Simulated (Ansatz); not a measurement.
# Cu(111) with 4 thermally displaced layers, 2x2: scattering by thermal displacements

Aim: the resistivity of Cu at 500 K from frozen thermal displacements between perfect leads. The measured value for the pure metal at this temperature is 3.09 µΩ cm (CRC Handbook of Chemistry and Physics, 84th ed., 2003, Electrical Resistivity of Pure Metals).

Method: Ansatz plane-wave DFT, PBE, PAW files; ballistic transport by layer matching (Landauer), zero bias; PAW set soft_1, in Ansatz 0.2.0.

Report form: the programs' logs are mostly left out.

### Step 1. Starting point

The cell holds 40 atoms: 40 Cu. Cell: a = 5.112 Å, b = 5.112 Å, c = 20.923 Å, α = 93.5°, β = 86.5°, γ = 120.0°. It derives from Cu. Regions: lead, 24 atoms (24 Cu); scattering region, 16 atoms (16 Cu). The structure is stacked along c, and the current runs across the ab planes.

### Step 2. With 4 displaced layers

Each atom of 4 layers is moved at random, by amounts drawn from a normal law 0.0993 Å wide in each direction from the Debye model (343 K) at 500 K. The layers about the cell's end stay perfect and serve as the lead. Disorder leaves little or no symmetry, which makes such runs dear. Energies from -0.05 to 0.05 eV in steps of 0.05 eV are too few for the program's thermal sum, so it prints no conductance; for a metal the transmission near the Fermi level serves, at a fraction of the cost.

input.yaml reads:

```yaml
crystal:
  lattice:
    - [5.1123254594, 0.0, 0.0]
    - [-2.5561627297, 4.4274037203, 0.0]
    - [1.2780813649, -0.73790062, 20.8709812911]
  atoms:
    - { symbol: Cu, position: [0.9916666667, 0.0083333333, 0.05] }
    - { symbol: Cu, position: [0.9916666667, 0.5083333333, 0.05] }
    - { symbol: Cu, position: [0.4916666667, 0.0083333333, 0.05] }
    - { symbol: Cu, position: [0.4916666667, 0.5083333333, 0.05] }
    - { symbol: Cu, position: [0.1416666667, 0.3583333333, 0.15] }
    - { symbol: Cu, position: [0.1416666667, 0.8583333333, 0.15] }
    - { symbol: Cu, position: [0.6416666667, 0.3583333333, 0.15] }
    - { symbol: Cu, position: [0.6416666667, 0.8583333333, 0.15] }
[... 28 atom lines left out ...]
    - { symbol: Cu, position: [0.8416666667, 0.1583333333, 0.95] }
    - { symbol: Cu, position: [0.8416666667, 0.6583333333, 0.95] }
    - { symbol: Cu, position: [0.3416666667, 0.1583333333, 0.95] }
    - { symbol: Cu, position: [0.3416666667, 0.6583333333, 0.95] }
kpoints:
  mp_grid: { grid: [5, 5, 1] }
hamiltonian:
  xc: pbe
  pseudopotentials: { kind: paw, azcp: { folder: soft_1 } }
scf:
  occupations: { method: fermi_dirac, width: 0.1 }
output:
  transmission:
    leads: [[0, 4]]
    kmesh: [10, 10]
    e_range: [-0.05, 0.05]
    de: 0.05
  write_potential: true
  write_density: true
  volumetric_format: npy
```

Run with:

```sh
ansatz run input.yaml --threads 4 --pin off --max-ram 15360MiB --backend cpu --events-out ev --progress --plain --runs-dir out
```

The job ended after 8.4 min (4 threads of Arm Neoverse V1, shared host; peak memory 4.9 GiB).

This step gave:

```yaml
free_energy: -265005.8795 eV
energy_at_zero_smearing: -265005.6276 eV
fermi_energy: 16.34 eV
cell_area: 22.63 Å²
transmission_per_spin_nearest_the_fermi_level: 3.096
open_channels_per_spin_nearest_the_fermi_level: 3.21
step_of_the_lead_s_potential: 3 meV
```

Per spin. Transmission, zone mean against energy, zero at the Fermi level:

| energy (eV) | transmission, zone mean |
| --- | --- |
| -0.0500 | 3.09 |
| 0.0000 | 3.10 |
| 0.0500 | 3.10 |

Per spin. The open channels, zone mean, lead stays at 3.21 for energy from -0.05 to 0.05 eV.

Transmission over k1 and k2. At 0.0000 eV from the Fermi level.

Ten even steps from '0' (2.57) to '9' (3.83):
```
3933373333
3393373333
3339083333
3332100333
9998121899
3333001233
3333380933
3333373393
3333373339
9333373333
```
Columns: k1 (b1) from -0.5 to 0.4; rows upwards: k2 (b2) from -0.5 to 0.4.

Open channels over k1 and k2. At 0.0000 eV from the Fermi level.

Values, 10 rows by 10 columns:
```
3.00 4.00 3.00 3.00 3.00 4.00 3.00 3.00 3.00 3.00
3.00 3.00 4.00 3.00 3.00 4.00 3.00 3.00 3.00 3.00
3.00 3.00 3.00 4.00 3.00 4.00 3.00 3.00 3.00 3.00
3.00 3.00 3.00 3.00 3.00 3.00 3.00 3.00 3.00 3.00
4.00 4.00 4.00 4.00 3.00 3.00 3.00 4.00 4.00 4.00
3.00 3.00 3.00 3.00 3.00 3.00 3.00 3.00 3.00 3.00
3.00 3.00 3.00 3.00 3.00 4.00 3.00 4.00 3.00 3.00
3.00 3.00 3.00 3.00 3.00 4.00 3.00 3.00 4.00 3.00
3.00 3.00 3.00 3.00 3.00 4.00 3.00 3.00 3.00 4.00
4.00 3.00 3.00 3.00 3.00 4.00 3.00 3.00 3.00 3.00
```
Columns: k1 (b1) from -0.5 to 0.4; rows upwards: k2 (b2) from -0.5 to 0.4.

Over the solved energies the transmission per spin lies between 3.09 and 3.10, out of 3.21 channels of the lead on average (up to 3.21).

### Step 3. With 8 displaced layers

Each atom of 8 layers is moved at random, by amounts drawn from a normal law 0.0993 Å wide in each direction from the Debye model (343 K) at 500 K. A fresh draw is used; the growth of the resistance with length is what counts.

System of this step: Cu(111) with 8 thermally displaced layers, 2x2. The cell holds 56 atoms: 56 Cu. Cell: a = 5.112 Å, b = 5.112 Å, c = 29.257 Å, α = 87.5°, β = 92.5°, γ = 120.0°. It derives from Cu. Regions: lead, 24 atoms (24 Cu); scattering region, 32 atoms (32 Cu). The structure is stacked along c, and the current runs across the ab planes.

input.yaml reads:

```yaml
crystal:
  lattice:
    - [5.1123254594, 0.0, 0.0]
    - [-2.5561627297, 4.4274037203, 0.0]
    - [-1.2780813649, 0.73790062, 29.2193738075]
  atoms:
    - { symbol: Cu, position: [0.005952381, 0.994047619, 0.0357142857] }
    - { symbol: Cu, position: [0.005952381, 0.494047619, 0.0357142857] }
    - { symbol: Cu, position: [0.505952381, 0.994047619, 0.0357142857] }
    - { symbol: Cu, position: [0.505952381, 0.494047619, 0.0357142857] }
    - { symbol: Cu, position: [0.1845238095, 0.3154761905, 0.1071428571] }
    - { symbol: Cu, position: [0.1845238095, 0.8154761905, 0.1071428571] }
    - { symbol: Cu, position: [0.6845238095, 0.3154761905, 0.1071428571] }
    - { symbol: Cu, position: [0.6845238095, 0.8154761905, 0.1071428571] }
[... 44 atom lines left out ...]
    - { symbol: Cu, position: [0.3273809524, 0.1726190476, 0.9642857143] }
    - { symbol: Cu, position: [0.3273809524, 0.6726190476, 0.9642857143] }
    - { symbol: Cu, position: [0.8273809524, 0.1726190476, 0.9642857143] }
    - { symbol: Cu, position: [0.8273809524, 0.6726190476, 0.9642857143] }
kpoints:
  mp_grid: { grid: [5, 5, 1] }
hamiltonian:
  xc: pbe
  pseudopotentials: { kind: paw, azcp: { folder: soft_1 } }
scf:
  occupations: { method: fermi_dirac, width: 0.1 }
output:
  transmission:
    leads: [[0, 4]]
    kmesh: [10, 10]
    e_range: [-0.05, 0.05]
    de: 0.05
  write_potential: true
  write_density: true
  volumetric_format: npy
```

It took 20 min on 4 threads; peak memory 8.4 GiB; 73 min of CPU time.

Numbers from this step:

```
free energy                                   : -371006.7699 eV
energy at zero smearing                       : -371006.4121 eV
transmission per spin nearest the Fermi level : 2.978
step of the lead's potential                  : 4.4 meV
```

Per spin. Table of transmission, zone mean by energy, zero at the Fermi level:

| energy (eV) | transmission, zone mean |
| --- | --- |
| -0.0500 | 2.95 |
| 0.0000 | 2.98 |
| 0.0500 | 2.99 |

Over the solved energies the transmission per spin lies between 2.95 and 2.99, out of 3.21 channels of the lead on average (up to 3.21).

### Step 4. With 12 displaced layers

Each atom of 12 layers is moved at random, by amounts drawn from a normal law 0.0993 Å wide in each direction from the Debye model (343 K) at 500 K. A fresh draw is used; the growth of the resistance with length is what counts.

System of this step: Cu(111) with 12 thermally displaced layers, 2x2. The cell holds 72 atoms: 72 Cu. Its edges and angles: a = 5.112 Å, b = 5.112 Å, c = 37.568 Å, α = 90.0°, β = 90.0°, γ = 120.0°. It derives from Cu. Regions: lead, 24 atoms (24 Cu); scattering region, 48 atoms (48 Cu). The structure is stacked along c, and the current runs across the ab planes.

input.yaml reads:

```yaml
crystal:
  lattice:
    - [5.1123254594, 0.0, 0.0]
    - [-2.5561627297, 4.4274037203, 0.0]
    - [0.0, 0.0, 37.567766324]
  atoms:
    - { symbol: Cu, position: [0.0, 0.0, 0.0277777778] }
    - { symbol: Cu, position: [0.0, 0.5, 0.0277777778] }
    - { symbol: Cu, position: [0.5, 0.0, 0.0277777778] }
    - { symbol: Cu, position: [0.5, 0.5, 0.0277777778] }
    - { symbol: Cu, position: [0.1666666667, 0.3333333333, 0.0833333333] }
    - { symbol: Cu, position: [0.1666666667, 0.8333333333, 0.0833333333] }
    - { symbol: Cu, position: [0.6666666667, 0.3333333333, 0.0833333333] }
    - { symbol: Cu, position: [0.6666666667, 0.8333333333, 0.0833333333] }
[... 60 atom lines left out ...]
    - { symbol: Cu, position: [0.3333333333, 0.1666666667, 0.9722222222] }
    - { symbol: Cu, position: [0.3333333333, 0.6666666667, 0.9722222222] }
    - { symbol: Cu, position: [0.8333333333, 0.1666666667, 0.9722222222] }
    - { symbol: Cu, position: [0.8333333333, 0.6666666667, 0.9722222222] }
kpoints:
  mp_grid: { grid: [5, 5, 1] }
hamiltonian:
  xc: pbe
  pseudopotentials: { kind: paw, azcp: { folder: soft_1 } }
scf:
  occupations: { method: fermi_dirac, width: 0.1 }
output:
  transmission:
    leads: [[0, 4]]
    kmesh: [10, 10]
    e_range: [-0.05, 0.05]
    de: 0.05
  write_potential: true
  write_density: true
  volumetric_format: npy
```

The job ended after 35 min (4 threads; peak memory 7.4 GiB).

Numbers from this step:

| Property | Result |
| --- | --- |
| free energy | -477008.9199 eV |
| energy at zero smearing | -477008.5054 eV |
| Fermi energy | 16.32 eV |
| transmission per spin nearest the Fermi level | 2.846 |
| open channels per spin nearest the Fermi level | 3.17 |
| step of the lead's potential | 4.6 meV |

Per spin. Table of transmission, zone mean by energy, zero at the Fermi level:

| energy (eV) | transmission, zone mean |
| --- | --- |
| -0.0500 | 2.84 |
| 0.0000 | 2.85 |
| 0.0500 | 2.90 |

Over the solved energies the transmission per spin lies between 2.84 and 2.90, out of 3.20 channels of the lead on average (up to 3.21).

### Step 5. The fit

This step: Ansatz plane-wave DFT, PBE, PAW files; ballistic transport by layer matching (Landauer), zero bias; resistivity from the slope of the area resistance; PAW set soft_1 (Ansatz 0.2.0).

Numbers from this step:

```
resistivity           : 4.341 µΩ cm
intercept             : -0.001475 fΩ m²
scatter about the fit : 0.001094 fΩ m²
```

Resistance, by row:

| run | length (Å) | T | channels N | RA (fΩ m²) |
| --- | --- | --- | --- | --- |
| n4 | 8.348 | 3.094 | 3.21 | 0.03399 |
| n8 | 16.7 | 2.973 | 3.21 | 0.07255 |
| n12 | 25.05 | 2.863 | 3.197 | 0.1065 |

Table of area resistance by length of the displaced region:

| length of the displaced region (Å) | area resistance (fΩ m²) |
| --- | --- |
| 8.35 | 0.0340 |
| 16.70 | 0.0726 |
| 25.05 | 0.106 |

The area resistance goes from 0.034 to 0.11 fΩ m² between 8.3 and 25.0 Å, a slope of 4.3 µΩ cm.

By hand from the end points: (0.1065 − 0.03399) fΩ m² / (25.05 − 8.35) Å = 4.3 µΩ cm, since 1 fΩ m² per Å is 1000 µΩ cm.

### Step 6. What came out

```yaml
resistivity_from_the_slope: 4.34 µΩ cm
area_resistance_over_8p35_a: 0.0340 fΩ m²
area_resistance_over_16p7_a: 0.0726 fΩ m²
area_resistance_over_25p0_a: 0.106 fΩ m²
```

In words: The slope gives 4.3 µΩ cm. The points scatter by 0.0011 fΩ m² about the line, with one random draw a length in a 2x2 cell, so the slope is a rough value. The mean square of the displacements drawn is 0.75, 0.94 and 0.81 of the nominal one at the three lengths; with each resistance scaled back by that, the slope is 5.2 µΩ cm, the value used below. Read with a model of isotropic scattering on a spherical Fermi surface and the lead's 1.1×10¹⁵ S/m², this slope means a mean free path near 154 Å; over these lengths the model's slope is 1.17 times its bulk resistivity, which would be 4.4 µΩ cm. Uncorrelated displacements put too much weight on short waves, which scatter strongly; with the sideways repeat of a small cell, one draw and three short lengths, the method is good to a factor of two or three. The measured value is 3.09 µΩ cm (CRC Handbook of Chemistry and Physics, 84th ed., 2003, Electrical Resistivity of Pure Metals); the scaled slope is 1.7 times that and the corrected value 1.4: clearly high.

[Logs are printed without paths, hosts, clocks, repeated set-up lines and the standing remarks that a program may print on its own settings, such as how far it seeks lower states.]

[Hosts, paths, dates, database ids (printed as entryN), source tags and the programs' standing remarks are cut or masked in the printed files.]
